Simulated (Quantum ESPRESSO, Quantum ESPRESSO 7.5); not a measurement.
# Work-function anisotropy of Rh

Wanted: work functions of Rh face by face, under two functionals.

Main program and level: Quantum ESPRESSO 7.5; plane-wave DFT, PBE, PseudoDojo norm-conserving pseudopotentials (geometry by pw.x at PBE, GBRV ultrasoft).

The experiments to compare with:

“Anisotropic work function of elemental crystals” (2019, arxiv:1902.07811) quotes from earlier work for Rh (clean single-crystal faces): work function of (111) (clean (111) face) 5.46 eV; work function of (100) (clean (100) face) 5.3 eV; work function of (110) (clean (110) face) 4.86 eV.

## Step 1: Starting point

The cell holds 5 atoms: 5 Rh. Its edges and angles: a = 2.687 Å, b = 2.687 Å, c = 24.776 Å, α = 90.0°, β = 90.0°, γ = 60.0°. It derives from Rh. Vacuum lies along c.

## Step 2: Relaxation with pw.x of (111), PBE

The free layers are relaxed; atoms flagged 0 0 0 stay at their bulk places.

The input, 111.relax.in:

```
&control
  prefix = '111.relax'
  outdir = './out'
  pseudo_dir = './pseudo'
  nstep = 40
  forc_conv_thr = 0.001
  calculation = 'relax'
/
&system
  ibrav = 0
  nat = 5
  ntyp = 1
  ecutwfc = 40
  ecutrho = 200
  occupations = 'smearing'
  smearing = 'mv'
  degauss = 0.02
/
&electrons
  conv_thr = 1e-07
  mixing_beta = 0.4
  electron_maxstep = 120
  mixing_mode = 'local-TF'
/
&ions
/
ATOMIC_SPECIES
  Rh  102.9055  rh_pbe_v1.4.uspp.F.UPF
CELL_PARAMETERS angstrom
  2.68700576850888 0.00000000000000 0.00000000000000
  1.34350288425444 2.32701525564402 0.00000000000000
  0.00000000000000 0.00000000000000 24.77572409168231
ATOMIC_POSITIONS crystal
  Rh  0.666666666700 0.666666666700 0.322896718191
  Rh  0.000000000000 0.000000000000 0.411448359095
  Rh  0.333333333300 0.333333333300 0.500000000000 0 0 0
  Rh  0.666666666700 0.666666666700 0.588551640905
  Rh  0.000000000000 0.000000000000 0.677103281809
K_POINTS automatic
  12 12 1 0 0 0
```

Launch:

```
OMP_NUM_THREADS=1 mpirun -n 4 pw.x -nk 4 -in 111.relax.in > 111.relax.out
```

The log of the run:

```text
Program PWSCF v.7.5 starts
[citation notice left out]

     Parallel version (MPI & OpenMP), running on       4 processor cores
     Number of MPI processes:                 4
     Threads/MPI process:                     1

     MPI processes distributed on     1 nodes
[...]
Current dimensions of program PWSCF are:
     Max number of different atomic species (ntypx) = 10
     Max number of k-points (npk) =  40000
     Max angular momentum in pseudopotentials (lmaxx) =  4
     Message from routine setup:
     using ibrav=0 with symmetry is DISCOURAGED, use correct ibrav instead

     K-points division:     npool     =       4
     Subspace diagonalization in iterative solution of the eigenvalue problem:
     a serial algorithm will be used

     G-vector sticks info
     --------------------
     sticks:   dense  smooth     PW     G-vecs:    dense   smooth      PW
     Sum         361     283     91                50119    35679    6739

     Using Slab Decomposition

     bravais-lattice index     =            0
     lattice parameter (alat)  =       5.0777  a.u.
     unit-cell volume          =    1045.4200 (a.u.)^3
     number of atoms/cell      =            5
     number of atomic types    =            1
     number of electrons       =        75.00
     number of Kohn-Sham states=           46
     kinetic-energy cutoff     =      40.0000  Ry
     charge density cutoff     =     200.0000  Ry
     scf convergence threshold =      1.0E-07
     mixing beta               =       0.4000
     number of iterations used =            8  local-TF  mixing
     energy convergence thresh.=      1.0E-04
     force convergence thresh. =      1.0E-03
     Exchange-correlation=  SLA  PW   PBX  PBC
                           (   1   4   3   4   0   0   0)
     nstep                     =           40

     celldm(1)=   5.077705  celldm(2)=   0.000000  celldm(3)=   0.000000
     celldm(4)=   0.000000  celldm(5)=   0.000000  celldm(6)=   0.000000

     crystal axes: (cart. coord. in units of alat)
               a(1) = (   1.000000   0.000000   0.000000 )
               a(2) = (   0.500000   0.866025   0.000000 )
               a(3) = (   0.000000   0.000000   9.220570 )

     reciprocal axes: (cart. coord. in units 2 pi/alat)
               b(1) = (  1.000000 -0.577350  0.000000 )
               b(2) = (  0.000000  1.154701  0.000000 )
               b(3) = (  0.000000  0.000000  0.108453 )

     PseudoPot. # 1 for Rh read from file:
     ./pseudo/rh_pbe_v1.4.uspp.F.UPF
     Pseudo is Ultrasoft + core correction, Zval = 15.0
     Generated by new atomic code, or converted to UPF format
     Using radial grid of  969 points,  7 beta functions with:
                l(1) =   0
                l(2) =   0
                l(3) =   1
                l(4) =   1
                l(5) =   2
                l(6) =   2
                l(7) =   2
     Q(r) pseudized with  8 coefficients,  rinner =    1.200   1.200   1.200
                                                       1.200   1.200

     atomic species   valence    mass     pseudopotential
     Rh               15.00   102.90550     Rh( 1.00)

     12 Sym. Ops., with inversion, found ( 6 have fractional translation)

   Cartesian axes

     site n.     atom                  positions (alat units)
         1        Rh     tau(   1) = (   1.0000000   0.5773503   2.9772917  )
         2        Rh     tau(   2) = (   0.0000000   0.0000000   3.7937883  )
         3        Rh     tau(   3) = (   0.5000000   0.2886751   4.6102849  )
         4        Rh     tau(   4) = (   1.0000000   0.5773503   5.4267815  )
         5        Rh     tau(   5) = (   0.0000000   0.0000000   6.2432780  )

     number of k points=    19  Marzari-Vanderbilt smearing, width (Ry)=  0.0200
                       cart. coord. in units 2pi/alat
        k(    1) = (   0.0000000   0.0000000   0.0000000), wk =   0.0138889
        k(    2) = (   0.0000000   0.0962250   0.0000000), wk =   0.0833333
        k(    3) = (   0.0000000   0.1924501   0.0000000), wk =   0.0833333
        k(    4) = (   0.0000000   0.2886751   0.0000000), wk =   0.0833333
        k(    5) = (   0.0000000   0.3849002   0.0000000), wk =   0.0833333
        k(    6) = (   0.0000000   0.4811252   0.0000000), wk =   0.0833333
        k(    7) = (   0.0000000  -0.5773503   0.0000000), wk =   0.0416667
        k(    8) = (   0.0833333   0.1443376   0.0000000), wk =   0.0833333
        k(    9) = (   0.0833333   0.2405626   0.0000000), wk =   0.1666667
        k(   10) = (   0.0833333   0.3367877   0.0000000), wk =   0.1666667
[...]
k(   19) = (   0.3333333  -0.5773503   0.0000000), wk =   0.0277778

     Dense  grid:    50119 G-vectors     FFT dimensions: (  24,  24, 216)

     Smooth grid:    35679 G-vectors     FFT dimensions: (  24,  24, 192)

     Estimated max dynamical RAM per process >     115.96 MB

     Estimated total dynamical RAM >     427.15 MB

     Initial potential from superposition of free atoms

     starting charge      72.4995, renormalised to      75.0000

     negative rho (up, down):  2.942E-01 0.000E+00
     Starting wfcs are   60 randomized atomic wfcs

     total cpu time spent up to now is        1.1 secs

     per-process dynamical memory:    52.9 Mb

     Self-consistent Calculation

     iteration #  1     ecut=    40.00 Ry     beta= 0.40
     Davidson diagonalization with overlap
     ethr =  1.00E-02,  avg # of iterations =  3.3

     negative rho (up, down):  3.026E-01 0.000E+00

     total cpu time spent up to now is        3.3 secs

     total energy              =    -856.03630563 Ry
     estimated scf accuracy    <       3.36640571 Ry

     iteration #  2     ecut=    40.00 Ry     beta= 0.40
[...]
negative rho (up, down):  3.152E-01 0.000E+00

[...]
total energy              =    -855.74077494 Ry
     estimated scf accuracy    <       0.94800833 Ry

     iteration #  3     ecut=    40.00 Ry     beta= 0.40
[...]
negative rho (up, down):  3.179E-01 0.000E+00

[...]
total energy              =    -855.88119849 Ry
     estimated scf accuracy    <       0.09775633 Ry

     iteration #  4     ecut=    40.00 Ry     beta= 0.40
[...]
negative rho (up, down):  3.183E-01 0.000E+00

[...]
total energy              =    -855.88627853 Ry
     estimated scf accuracy    <       0.02251013 Ry

     iteration #  5     ecut=    40.00 Ry     beta= 0.40
[...]
Davidson diagonalization with overlap
     ethr =  1.00E-06,  avg # of iterations =  5.0

     negative rho (up, down):  3.004E-01 0.000E+00

     total cpu time spent up to now is       34.7 secs

     total energy              =    -855.88609992 Ry
     estimated scf accuracy    <       0.00998522 Ry

[...]
iteration #  8     ecut=    40.00 Ry     beta= 0.40
[...]
negative rho (up, down):  3.004E-01 0.000E+00

[...]
End of self-consistent calculation

[...]
the Fermi energy is     6.6230 ev

!    total energy              =    -855.88641255 Ry
     estimated scf accuracy    <       0.00000005 Ry
     smearing contrib. (-TS)   =       0.00049328 Ry
     internal energy E=F+TS    =    -855.88690583 Ry

     The total energy is F=E-TS. E is the sum of the following terms:
     one-electron contribution =   -7944.55506851 Ry
     hartree contribution      =    4000.23543718 Ry
     xc contribution           =    -149.61476060 Ry
     ewald contribution        =    3238.04748609 Ry

     convergence has been achieved in   8 iterations

     negative rho (up, down):  3.004E-01 0.000E+00

     Forces acting on atoms (cartesian axes, Ry/au):

     atom    1 type  1   force =     0.00000000    0.00000000    0.00012764
     atom    2 type  1   force =    -0.00000000   -0.00000000   -0.00595413
     atom    3 type  1   force =     0.00000000    0.00000000    0.00000000
     atom    4 type  1   force =     0.00000000    0.00000000    0.00595413
     atom    5 type  1   force =    -0.00000000   -0.00000000   -0.00012764

     Total force =     0.008422     Total SCF correction =     0.000972
     SCF correction compared to forces is large: reduce conv_thr to get better values
     Energy error            =      1.3E-04 Ry
     Gradient error          =      6.0E-03 Ry/Bohr

     number of scf cycles    =   2
     number of bfgs steps    =   1

     energy             old  =    -855.8862806268 Ry
     energy             new  =    -855.8864125481 Ry

     CASE: energy            _new < energy            _old

     new trust radius        =       0.0096298003 bohr
     new conv_thr            =       0.0000000013 Ry

ATOMIC_POSITIONS (crystal)
Rh               0.6666666667        0.6666666667        0.3229373740
Rh              -0.0000000000        0.0000000000        0.4110556973
Rh               0.3333333333        0.3333333333        0.5000000000    0   0   0
Rh               0.6666666667        0.6666666667        0.5889443027
Rh               0.0000000000       -0.0000000000        0.6770626260

[...]
NEW-OLD atomic charge density approx. for the potential

     negative rho (up, down):  3.015E-01 0.000E+00

     total cpu time spent up to now is       47.6 secs

     per-process dynamical memory:    59.0 Mb

     Self-consistent Calculation

     iteration #  1     ecut=    40.00 Ry     beta= 0.40
     Davidson diagonalization with overlap
     ethr =  1.00E-06,  avg # of iterations =  5.0

     negative rho (up, down):  3.016E-01 0.000E+00

     total cpu time spent up to now is       50.7 secs

     total energy              =    -855.88617311 Ry
     estimated scf accuracy    <       0.01059533 Ry

[...]
iteration # 11     ecut=    40.00 Ry     beta= 0.40
[...]
negative rho (up, down):  3.016E-01 0.000E+00

[...]
End of self-consistent calculation

[...]
the Fermi energy is     6.6227 ev

!    total energy              =    -855.88649890 Ry
     estimated scf accuracy    <          1.3E-09 Ry
     smearing contrib. (-TS)   =       0.00050253 Ry
     internal energy E=F+TS    =    -855.88700143 Ry

     The total energy is F=E-TS. E is the sum of the following terms:
     one-electron contribution =   -7939.45613786 Ry
     hartree contribution      =    3997.68932830 Ry
     xc contribution           =    -149.61457335 Ry
     ewald contribution        =    3235.49438148 Ry

     convergence has been achieved in  11 iterations

     negative rho (up, down):  3.016E-01 0.000E+00

     Forces acting on atoms (cartesian axes, Ry/au):

     atom    1 type  1   force =     0.00000000    0.00000000   -0.00124701
     atom    2 type  1   force =     0.00000000    0.00000000   -0.00304882
     atom    3 type  1   force =     0.00000000   -0.00000000    0.00000000
     atom    4 type  1   force =     0.00000000    0.00000000    0.00304882
     atom    5 type  1   force =     0.00000000    0.00000000    0.00124701

     Total force =     0.004658     Total SCF correction =     0.000067
     Energy error            =      8.6E-05 Ry
     Gradient error          =      3.0E-03 Ry/Bohr

     number of scf cycles    =   3
     number of bfgs steps    =   2

     energy             old  =    -855.8864125481 Ry
     energy             new  =    -855.8864988989 Ry

     CASE: energy            _new < energy            _old

     new trust radius        =       0.0110277044 bohr
     new conv_thr            =       0.0000000010 Ry

ATOMIC_POSITIONS (crystal)
Rh               0.6666666667        0.6666666667        0.3228902809
Rh              -0.0000000000        0.0000000000        0.4108201599
Rh               0.3333333333        0.3333333333        0.5000000000    0   0   0
Rh               0.6666666667        0.6666666667        0.5891798401
Rh               0.0000000000       -0.0000000000        0.6771097191

[...]
NEW-OLD atomic charge density approx. for the potential

     negative rho (up, down):  3.035E-01 0.000E+00

     total cpu time spent up to now is       69.1 secs

     per-process dynamical memory:    59.0 Mb

[...]
!    total energy              =    -855.88654151 Ry
[...]
Total force =     0.003476     Total SCF correction =     0.000012
[...]
number of bfgs steps    =   3
[...]
energy             new  =    -855.8865415144 Ry
[...]
new trust radius        =       0.0034457944 bohr
[...]
!    total energy              =    -855.88655589 Ry
[...]
Total force =     0.003504     Total SCF correction =     0.000061
[...]
number of bfgs steps    =   4
[...]
energy             new  =    -855.8865558945 Ry
[...]
new trust radius        =       0.0037903738 bohr
[...]
!    total energy              =    -855.88657049 Ry
[...]
Total force =     0.003211     Total SCF correction =     0.000144
[...]
number of bfgs steps    =   5
[...]
energy             new  =    -855.8865704936 Ry
[...]
new trust radius        =       0.0056855607 bohr
[...]
!    total energy              =    -855.88658844 Ry
[...]
Total force =     0.002503     Total SCF correction =     0.000074
[...]
number of bfgs steps    =   6
[...]
energy             new  =    -855.8865884397 Ry
[...]
new trust radius        =       0.0085283411 bohr
[...]
Self-consistent Calculation

     iteration #  1     ecut=    40.00 Ry     beta= 0.40
     Davidson diagonalization with overlap
     ethr =  1.00E-06,  avg # of iterations =  5.3

     negative rho (up, down):  3.068E-01 0.000E+00

     total cpu time spent up to now is      162.0 secs

     total energy              =    -855.88616216 Ry
     estimated scf accuracy    <       0.01513401 Ry

[...]
iteration #  9     ecut=    40.00 Ry     beta= 0.40
[...]
negative rho (up, down):  3.067E-01 0.000E+00

[...]
total energy              =    -855
[key lines of the parts left out:]
the Fermi energy is     6.6222 ev
convergence has been achieved in  12 iterations
```

Elapsed: 3 min, on 4 MPI ranks of Arm Neoverse V2, shared host; peak memory 0.58 GiB; 12 min of CPU time.

The steps of the relaxation:

```csv
step,energy less that of the first step (eV),largest force (eV/Å)
1,0.0000,0.2251
2,-0.0018,0.1531
3,-0.0030,0.0784
4,-0.0035,0.0632
5,-0.0037,0.0625
6,-0.0039,0.0559
7,-0.0042,0.0421
8,-0.0044,0.0187
```

The atoms that moved most (Å):

```csv
atom,dx,dy,dz,length
Rh4,0.000,0.000,0.022,0.022
Rh2,0.000,0.000,-0.022,0.022
Rh1,0.000,0.000,-0.011,0.011
Rh5,0.000,0.000,0.011,0.011
```

The relaxed structure:

```cif
data_structure
_symmetry_space_group_name_H-M 'P 1'
_symmetry_Int_Tables_number 1
_cell_length_a 2.6870
_cell_length_b 2.6870
_cell_length_c 24.7757
_cell_angle_alpha 90.000
_cell_angle_beta 90.000
_cell_angle_gamma 60.000
_cell_volume 154.92
loop_
_atom_site_label
_atom_site_type_symbol
_atom_site_fract_x
_atom_site_fract_y
_atom_site_fract_z
_atom_site_occupancy
Rh1 Rh 0.66667 0.66667 0.32244 1
Rh2 Rh 0.00000 0.00000 0.41056 1
Rh3 Rh 0.33333 0.33333 0.50000 1
Rh4 Rh 0.66667 0.66667 0.58944 1
Rh5 Rh 0.00000 0.00000 0.67756 1
```

 On the free atoms the largest force ends at 0.019 eV/Å.

This step gave:

```
free energy  : -11644.9305 eV
Fermi energy : 6.621 eV
```

(Continued in part 2 of 6.)

[Logs are printed without paths, hosts, clocks, repeated set-up lines and the standing remarks that a program may print on its own settings, such as how far it seeks lower states.]

[Hosts, paths, dates, database ids (printed as entryN), source tags and the programs' standing remarks are cut or masked in the printed files.]

[Maps of the electrostatic potential energy from Ansatz leave out the sawtooth potential of an applied field or a dipole correction, so their vacuum need not be flat; planar profiles and work functions include it.]
